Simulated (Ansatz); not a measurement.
# Decaying states in the gap of Cs2CaBr2Cl2, part 2 of 2

Wanted: the relaxed cell of Cs2CaBr2Cl2, its band edges and its decay constants. It is built by putting Br for I, Ca for Pb in the Cs2PbI2Cl2 structure of space group I4/mmm, with the volume rescaled by atomic radii. The parent structure comes from the Materials Project.

Ansatz 0.2.0; PBE DFT, plane waves, PAW files (the session's first sound run).

So far, gap on the k-mesh (eV): step 3 (the bulk crystal and its band edges) 4.65; step 4 (complex bands, plane (001)) 4.65.

The structure was built from a prototype and need not be the compound's stable phase.

### Step 6. Band edges at another level

This step: PBEsol DFT, plane waves, PAW files (Ansatz 0.2.0).

The edges again with PBEsol, at the same atoms.

input.yaml reads:

```yaml
crystal:
  lattice:
    - [-2.7277540709, 2.7277540709, 9.1862755171]
    - [2.7277540709, -2.7277540709, 9.1862755171]
    - [2.7277540709, 2.7277540709, -9.1862755171]
  atoms:
    - { symbol: Cs, position: [0.3591734893, 0.3591734893, 0.0] }
    - { symbol: Cs, position: [0.6408265107, 0.6408265107, 0.0] }
    - { symbol: Ca, position: [0.0, 0.0, 0.0] }
    - { symbol: Br, position: [0.15889691, 0.15889691, 0.0] }
    - { symbol: Br, position: [0.84110309, 0.84110309, 0.0] }
    - { symbol: Cl, position: [0.5, 0.0, 0.5] }
    - { symbol: Cl, position: [0.0, 0.5, 0.5] }
kpoints:
  mp_grid: { grid: [6, 6, 6] }
  band_path: { path: [VBM, CBM], npoints: 30 }
scf:
  occupations: { method: fixed }
hamiltonian:
  xc: pbesol
output:
  eigenvalues: true
```

Command:

```
ansatz run input.yaml --threads 2 --pin off --max-ram 4096MiB --backend cpu --events-out ev --progress --plain --runs-dir out
```

Run time: 21 s. Hardware: 2 threads of Arm Neoverse V2, shared host; peak memory 0.6 GiB.

This step gave:

```yaml
free_energy: -20574.4965 eV
fermi_energy: 1.514 eV
gap_on_the_k_mesh: 4.518 eV
gap_on_path: 4.518 eV, by band count; negative where bands overlap
direct_gap_on_path: 4.567 eV
```

Electronic bands along the path, in eV, zero at the Fermi level (highest filled level under fixed occupations); v1 is the highest filled band, c1 the lowest empty one:

| point | v4 | v3 | v2 | v1 | c1 | c2 | c3 | c4 |
| --- | --- | --- | --- | --- | --- | --- | --- | --- |
| VBM | -0.30 | -0.17 | -0.16 | 0.00 | 5.87 | 5.99 | 6.44 | 6.51 |
| halfway | -0.39 | -0.18 | -0.14 | -0.12 | 5.59 | 5.62 | 5.77 | 5.85 |
| CBM | -0.24 | -0.12 | -0.05 | -0.05 | 4.52 | 5.04 | 5.32 | 5.32 |

The searched edges give 4.52 eV, as on the mesh.

Between step 3 and this run (PBEsol) the value for the gap on the k-mesh moves from 4.65 eV to 4.52 eV.

### Step 7. Complex bands at another level

This step: PBEsol DFT, plane waves, PAW files; complex bands by layer matching along the plane's normal (Ansatz 0.2.0).

The complex bands at that level, over its own gap, at (0, 0) and (-0.5, -0.5).

input.yaml reads:

```yaml
crystal:
  lattice:
    - [5.455508142, 0.0, 0.0]
    - [0.0, 5.455508142, 0.0]
    - [2.727754071, 2.727754071, 9.186275517]
  atoms:
    - { symbol: Cs, position: [0.6408265107, 0.6408265107, 0.7183469786] }
    - { symbol: Cs, position: [0.3591734893, 0.3591734893, 0.2816530214] }
    - { symbol: Ca, position: [0.0, 0.0, 0.0] }
    - { symbol: Br, position: [0.84110309, 0.84110309, 0.31779382] }
    - { symbol: Br, position: [0.15889691, 0.15889691, 0.68220618] }
    - { symbol: Cl, position: [0.0, 0.5, 0.0] }
    - { symbol: Cl, position: [0.5, 0.0, 0.0] }
kpoints:
  mp_grid: { grid: [6, 6, 6] }
scf:
  occupations: { method: fixed }
hamiltonian:
  xc: pbesol
output:
  eigenvalues: true
  transmission:
    leads: [[0, 0]]
    kpoints: [[0.0, 0.0], [-0.5, -0.5]]
    e_range: [-1.0, 5.52]
    de: 0.11
```

It took 91 s on 2 threads; peak memory 1.1 GiB; 2.5 min of CPU time.

Numbers from this step:

```yaml
level_to_which_the_leads_are_filled: 2.259 eV from the Fermi level
decay_constant_at_the_filling_level_zone_centre: 0.3339 Å⁻¹
decay_constant_at_the_filling_level_slowest_listed_point: 0.3339 Å⁻¹
```

K parallel (0, 0); values up to 1.5 1/Å, a degenerate pair printed once or twice; energies at which all values exceed this have no row. Table of Im kz of the slowest decaying states by energy, zero at the highest filled level on the SCF mesh:

| energy (eV) | decay 1 (Å⁻¹) | decay 2 (Å⁻¹) | decay 3 (Å⁻¹) | decay 4 (Å⁻¹) |
| --- | --- | --- | --- | --- |
| -1.00 | 0.208 | 0.243 | 0.471 | 0.574 |
| -0.78 | 0.105 | 0.268 | 0.369 | 0.573 |
| -0.45 | 0.0921 | 0.356 | 0.376 | 0.548 |
| -0.23 | 0.392 | 0.549 | 0.820 | 0.962 |
| -0.01 | 0.138 | 0.183 | 0.416 | 0.589 |
| 0.32 | 0.241 | 0.425 | 0.440 | 0.653 |
| 0.54 | 0.275 | 0.451 | 0.476 | 0.683 |
| 0.87 | 0.307 | 0.462 | 0.517 | 0.716 |
| 1.09 | 0.320 | 0.466 | 0.533 | 0.732 |
| 1.31 | 0.330 | 0.468 | 0.542 | 0.743 |
| 1.64 | 0.337 | 0.469 | 0.548 | 0.755 |
| 1.86 | 0.338 | 0.468 | 0.548 | 0.760 |
| 2.08 | 0.337 | 0.466 | 0.545 | 0.744 |
| 2.41 | 0.331 | 0.460 | 0.537 | 0.718 |
| 2.63 | 0.325 | 0.455 | 0.528 | 0.698 |
| 2.85 | 0.315 | 0.449 | 0.518 | 0.677 |
| 3.18 | 0.296 | 0.438 | 0.499 | 0.643 |
| 3.40 | 0.280 | 0.429 | 0.483 | 0.618 |
| 3.62 | 0.259 | 0.420 | 0.465 | 0.591 |
| 3.95 | 0.216 | 0.403 | 0.432 | 0.546 |
| 4.17 | 0.175 | 0.390 | 0.407 | 0.512 |
| 4.50 | 0.0420 | 0.359 | 0.369 | 0.455 |
| 4.72 | 0.318 | 0.352 | 0.411 | 0.463 |
| 4.94 | 0.265 | 0.334 | 0.359 | 0.427 |
| 5.27 | 0.105 | 0.256 | 0.301 | 0.369 |
| 5.49 | 0.0238 | 0.145 | 0.274 | 0.327 |

K parallel (-0.5, -0.5); values up to 1.5 1/Å, a degenerate pair printed once or twice; energies at which all values exceed this have no row. Im kz of the slowest decaying states against energy, zero at the highest filled level on the SCF mesh:

| energy (eV) | decay 1 (Å⁻¹) | decay 2 (Å⁻¹) | decay 3 (Å⁻¹) | decay 4 (Å⁻¹) |
| --- | --- | --- | --- | --- |
| -1.00 | 0.311 | 0.516 | 0.903 | 1.26 |
| -0.78 | 0.213 | 0.693 | 1.26 | 1.30 |
| -0.45 | 0.194 | 0.350 | 0.880 | 1.23 |
| -0.23 | 0.307 | 0.939 | 1.23 | 1.28 |
| -0.01 | 0.359 | 0.971 | 1.21 | 1.26 |
| 0.32 | 0.340 | 0.406 | 0.999 | 1.19 |
| 0.54 | 0.404 | 0.428 | 1.01 | 1.17 |
| 0.87 | 0.452 | 0.462 | 1.02 | 1.14 |
| 1.09 | 0.464 | 0.487 | 1.02 | 1.12 |
| 1.31 | 0.474 | 0.504 | 1.02 | 1.10 |
| 1.64 | 0.486 | 0.523 | 1.01 | 1.07 |
| 1.86 | 0.492 | 0.530 | 1.01 | 1.05 |
| 2.08 | 0.496 | 0.535 | 0.997 | 1.02 |
| 2.41 | 0.501 | 0.537 | 0.977 | 0.985 |
| 2.63 | 0.503 | 0.536 | 0.959 | 0.961 |
| 2.85 | 0.504 | 0.533 | 0.932 | 0.942 |
| 3.18 | 0.503 | 0.524 | 0.889 | 0.91 |
| 3.40 | 0.502 | 0.516 | 0.859 | 0.886 |
| 3.62 | 0.500 | 0.506 | 0.828 | 0.861 |
| 3.95 | 0.487 | 0.496 | 0.778 | 0.821 |
| 4.17 | 0.472 | 0.493 | 0.743 | 0.792 |
| 4.50 | 0.444 | 0.486 | 0.685 | 0.746 |
| 4.72 | 0.420 | 0.482 | 0.643 | 0.713 |
| 4.94 | 0.393 | 0.478 | 0.595 | 0.677 |
| 5.27 | 0.340 | 0.495 | 0.617 | 0.893 |
| 5.49 | 0.290 | 0.462 | 0.570 | 0.876 |

At the listed wavevectors the last open channel is at -0.01 eV and the next at +4.61 eV on the grid. At +2.30 eV, the grid energy nearest the filling level (the middle of the gap on the SCF mesh), the slowest state at the listed wavevectors decays with κ = 0.334 Å⁻¹, its amplitude falling by e over 3.0 Å; the first such run, plane (001), gave 0.343 Å⁻¹.

### Step 8. Results

```json
{
 "band gap": "4.65 eV",
 "least decay constant at mid-gap, normal to (001)": "0.343 Å⁻¹",
 "least decay constant on a mesh, normal to (001)": "0.342 Å⁻¹",
 "least decay constant, PBEsol": "0.334 Å⁻¹"
}
```

What this shows: With PBE, the slowest decay at the wavevectors tried is κ = 0.343 Å⁻¹, normal to (001). Through such a film the transmission near mid-gap falls as exp(−2κd), a factor of ten every 3.4 Å. A free electron under a barrier of half the gap would need a mass of 0.19 mₑ to decay at this rate. With PBEsol the gap goes from 4.65 to 4.52 eV and the decay constant, over the first 2 listed wavevectors, from 0.343 to 0.334 Å⁻¹. The compound is made up by substitution; its stability against other phases and against distortions of the cell's symmetry was not tested. A semilocal functional narrows gaps, so real decay constants are likely larger.

[Logs are printed without paths, hosts, clocks, repeated set-up lines and the standing remarks that a program may print on its own settings, such as how far it seeks lower states.]

[Hosts, paths, dates, database ids (printed as entryN), source tags and the programs' standing remarks are cut or masked in the printed files.]
